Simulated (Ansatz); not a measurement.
# SrReS3: relaxing a made-up structure, part 2 of 2

Starting from a made-up structure for SrReS3, the aim is the relaxed cell, its shortest contacts and, where a second run follows, its electronic structure.

Ansatz 0.2.0; DFT, PBEsol, plane-wave PAW, files of the set soft_1, scalar-relativistic, no spin, cell and ions relaxed at zero pressure; PAW set soft_1 (the session's first sound run).

So far: The structure; Relaxing cell and atoms. The relaxed cell has a = 4.677 Å (conventional setting).

## Step 3: Electronic structure of the relaxed cell

With the geometry fixed, one more self-consistent run, with a narrower smearing and the mesh shown in its input, gives the bands, and its pressure, and its forces where symmetry allows any, show how far the geometry depends on these settings.

This step: DFT, PBEsol, plane-wave PAW, files of the set soft_1, scalar-relativistic, no spin, bands and density of states at the relaxed cell; PAW set soft_1 (Ansatz 0.2.0).

input.yaml reads:

```yaml
crystal:
  lattice:
    - [4.6771950354, 0.0, 0.0]
    - [0.0, 4.6771950354, 0.0]
    - [0.0, 0.0, 4.6771950354]
  atoms:
    - { symbol: Re, position: [0.0, 0.0, 0.0] }
    - { symbol: Sr, position: [0.5, 0.5, 0.5] }
    - { symbol: S, position: [0.0, 0.0, 0.5] }
    - { symbol: S, position: [0.0, 0.5, 0.0] }
    - { symbol: S, position: [0.5, 0.0, 0.0] }
kpoints:
  mp_grid: { grid: [8, 8, 8] }
  band_path:
    path:
      - [[0.0, 0.0, 0.0], [0.0, 0.5, 0.0], [0.5, 0.5, 0.0], [0.0, 0.0, 0.0], [0.5, 0.5, 0.5], [0.0, 0.5, 0.0]]
      - [[0.5, 0.5, 0.0], [0.5, 0.5, 0.5]]
    npoints: 13
scf:
  occupations: { method: fermi_dirac, width: 0.03 }
  n_extra_bands: 9
hamiltonian:
  xc: pbesol
  pseudopotentials: { kind: paw, azcp: { folder: soft_1 }, xc_functional: pbe }
output:
  forces: true
  stress: true
  write_bands: true
  dos: { projected: true }
  write_density: true
  write_potential: true
  elf: true
  volumetric_format: npy
```

Started as:

```sh
$ ansatz run input.yaml --threads 4 --pin off --max-ram 8192MiB --backend cpu --events-out ev --progress --plain --runs-dir out
```

Numbers of over 12 decimals in the logs are rounded to 6 here.

The log of the run:

```text
[...]
Crystal: 5 atoms, lattice volume = 102.319 Å³
Basis set: ecut = 420 eV, 2007 PW (Γ), exchange–correlation on 64×64×64 points (8 copies of the dense FFT grid, shifted against one another)
Bands: 31, of which v1, the nominal top of the filled ones, is band 22 counted from 1 (21 counted from 0)
Symmetry: 48 space group operations
[...]
k-points: 35 of 512
[...]
SCF iter   1: F=—  HF=-16889.507990 eV  |F-HF|=—  |Δ(HF+E_count)|=         —  Δρ=3.34e-2  dr2=1.81e0  ethr=3.10e-3  ⟨swp⟩=8.1  Hψ=6282  notcnv=0
[...]
SCF iter   8: F=-16888.931858 eV  HF=-16888.931858 eV  |F-HF|=1.61e-9  |Δ(HF+E_count)|=   7.84e-8  Δρ=2.63e-6  dr2=1.02e-8  ethr=2.33e-10  ⟨swp⟩=19.5  Hψ=9283  notcnv=0
SCF 1 converged in 8 iterations: F = -16888.931858 eV  dr2 = 1.02e-8
[...]
NSCF: frozen V_eff on 80 k-points
SCF converged after 8 iterations
Free energy (F): -16888.931858 eV
[...]
Internal energy: -16888.914828 eV  (E = F + TS)
E sigma→0 (E₀):  -16888.923343 eV
Entropy (-TS):   -0.017030 eV (-3.406 meV/atom)
Fermi energy:    10.557460 eV
[...]
--- Stress (GPa, compression-positive) ---
       -0.294647       0.000000       0.000000
        0.000000      -0.294647       0.000000
        0.000000       0.000000      -0.294647
  P = ⅓ Tr σ = -0.2946 GPa (-2.946 kbar)
--- Band table (eV; the first three rows and the last of 35) ---
  k-point 0: bands = [... 18 lower, 8.2245, 8.2245, 9.1477, 9.1477, 9.1477, 10.1303, 10.1303, 11.8469, ... 5 higher]
  k-point 1: bands = [... 18 lower, 8.3550, 8.6283, 8.6283, 9.3748, 9.3748, 10.1797, 10.8456, 12.1840, ... 5 higher]
  k-point 2: bands = [... 18 lower, 7.8334, 8.7217, 8.7217, 10.1049, 10.1049, 10.2527, 11.4410, 13.0754, ... 5 higher]
  k-point 34: bands = [... 18 lower, 9.8476, 9.8476, 11.2394, 11.2394, 11.2394, 12.6540, 13.9548, 13.9548, ... 5 higher]
```

It took 1.8 s on 4 threads of Intel Xeon 6975P-C (Granite Rapids), shared host; peak memory 0.52 GiB; 6.3 s of CPU time.

In the SCF lines HF is the Harris–Foulkes energy and dr2 the Hartree energy of the density residual, in eV; the loop may stop once dr2 is under the threshold and the program's other checks hold. Hψ counts applications of the Hamiltonian.

Numbers from this step:

```
free energy             : -16888.9319 eV
energy at zero smearing : -16888.9233 eV
smearing term TS        : 0.01703 eV
Fermi energy            : 10.56 eV
pressure                : -0.2946 GPa
```

bands.tsv at the labelled points (eV, zero at the Fermi level; the bands that come nearest the Fermi level along the path):

| point | band 18 | band 19 | band 20 | band 21 | band 22 | band 23 | band 24 | band 25 |
| --- | --- | --- | --- | --- | --- | --- | --- | --- |
| Γ | -2.33 | -2.33 | -2.33 | -1.41 | -1.41 | -1.41 | -0.43 | -0.43 |
| X | -3.29 | -2.68 | -1.88 | -1.88 | -0.25 | 0.56 | 0.56 | 1.26 |
| M | -3.16 | -3.16 | -0.85 | 0.30 | 0.38 | 0.38 | 0.40 | 3.90 |
| Γ | -2.33 | -2.33 | -2.33 | -1.41 | -1.41 | -1.41 | -0.43 | -0.43 |
| R | -0.71 | -0.71 | -0.71 | 0.68 | 0.68 | 0.68 | 2.10 | 3.40 |
| X | -3.29 | -2.68 | -1.88 | -1.88 | -0.25 | 0.56 | 0.56 | 1.26 |
| M | -3.16 | -3.16 | -0.85 | 0.30 | 0.38 | 0.38 | 0.40 | 3.90 |
| R | -0.71 | -0.71 | -0.71 | 0.68 | 0.68 | 0.68 | 2.10 | 3.40 |

Counts of states for the cell as run, both spins, by energy window (eV from the Fermi level): Near the top, bands beyond those computed are missing, so counts there can be too low.

```csv
from,to,total
-8,-7,0.96
-7,-6,2.34
-6,-5,5.04
-5,-4,2.44
-4,-3,1.72
-3,-2,3.61
-2,-1,2.50
-1,0,2.56
0,1,3.85
1,2,0.93
2,3,1.34
```

Below -8 eV lie 22.0 more states.

ELF in the ac plane at fractional y = 0.000, with atoms of Re and S within 0.2 Å of it. It is the smooth field of the valence electrons, not physical close to the nuclei.

Ten even steps from '_' (0.02) to '@' (0.84), each cell a mean:
```
##%%++--%%%%--..++@@**--**##
##**----##@@%%%%@@@@++::++**
----::::==%%@@@@@@**--::::--
**++==::::==**##++::..--++**
%%@@%%++....::::....::**@@@@
--##@@%%--________..++@@@@++
__==@@@@++..______::##@@%%..
..++@@@@==..______::**@@%%--
##@@@@**::__....__..==%%@@%%
%%##**--..::==++--..::==##%%
----::::--**@@@@%%++::::----
++==--::**@@@@@@@@%%==::--++
####==--##@@++==##@@++--**%%
++##++--%%##..__--%%**--####
```
Columns run along a (4.7 Å), rows up along c (4.7 Å). Atoms in or near the plane, at fractional coordinates: Re at (0.00, 0.00), S at (0.00, 0.50), S at (0.50, 0.00).

Valence density in the ac plane at fractional y = 0.000, with atoms of Re and S within 0.2 Å of it. It is the smooth field of the valence electrons, not physical close to the nuclei.

Ten steps, logarithmic in the rise over the least value, from '_' (0.0 e/Å³) to '@' (6.9 e/Å³), each cell a mean:
```
@@@@##==++++++++++++==++%%@@
%%##++====++++++++++====**%%
**++==----========------==++
++==--::::::::::::::::--====
++++==::............::--++++
++++++--..________..::==++++
--++++==::________..::==++++
==++++--::________..::==++++
**++==--....______..::==++++
++++==::....::::....::--==++
++==--::::----==--::::--====
##**++--====++++++==--==++##
@@%%**==++++++++++++==++##@@
@@@@##++++**==--++++++**%%@@
```
Columns run along a (4.7 Å), rows up along c (4.7 Å). Atoms in or near the plane, at fractional coordinates: Re at (0.00, 0.00), S at (0.00, 0.50), S at (0.50, 0.00).

Electrostatic potential energy in the ac plane at fractional y = 0.000, with atoms of Re and S within 0.2 Å of it. With pseudopotentials it is smooth inside the atoms' cores, unlike the true potential.

Ten even steps from '0' (-62 eV) to '9' (14 eV), each cell a mean:
```
00488544468620
23689754689852
67899988899986
88999999999998
67899999999986
44799999999864
54699999999844
44699999999854
46899999999975
78999999999998
78999999999988
35799866789864
01588644478730
00377445468620
```
Columns run along a (4.7 Å; values clipped at the 3rd and 97th percentile), rows up along c (4.7 Å). Atoms in or near the plane, at fractional coordinates: Re at (0.00, 0.00), S at (0.00, 0.50), S at (0.50, 0.00).

## Step 4: Outcome

| Property | Result |
| --- | --- |
| space group, relaxed | Pm-3m |
| conventional cell | a = 4.677, b = 4.677, c = 4.677 Å; α = 90.0°, β = 90.0°, γ = 90.0° |
| volume per atom | 20.46 Å³ (guess 22.05) |

In words: SrReS3 relaxes to Pm-3m with a = 4.677, b = 4.677 and c = 4.677 Å. The guessed volume was 8 % too large. The space group Pm-3m was held in the relaxation, so the end point is a stationary structure within it and may be a saddle against distortions or other arrangements. Bands cross the Fermi level, so it is a metal or semimetal at this level. The electron count is odd, which forces that without spin polarisation or a larger cell. On the 8×8×8 mesh with the narrower smearing (relaxed on 6×6×6) the forces vanish, as symmetry may demand, and the largest stress component is 0.295 GPa, against the relaxation's thresholds of 0.015 eV/Å and 0.05 GPa. The cutoff wasn't tested. Spin-orbit coupling is left out, which can matter for elements this heavy. No dispersion term is used, so weakly bound directions may come out too long. The runs have no spin, and magnetism wasn't tested. Nothing here tests whether the compound is stable against decomposition.

[Logs are printed without paths, hosts, clocks, repeated set-up lines and the standing remarks that a program may print on its own settings, such as how far it seeks lower states.]

[Hosts, paths, dates, database ids (printed as entryN), source tags and the programs' standing remarks are cut or masked in the printed files.]
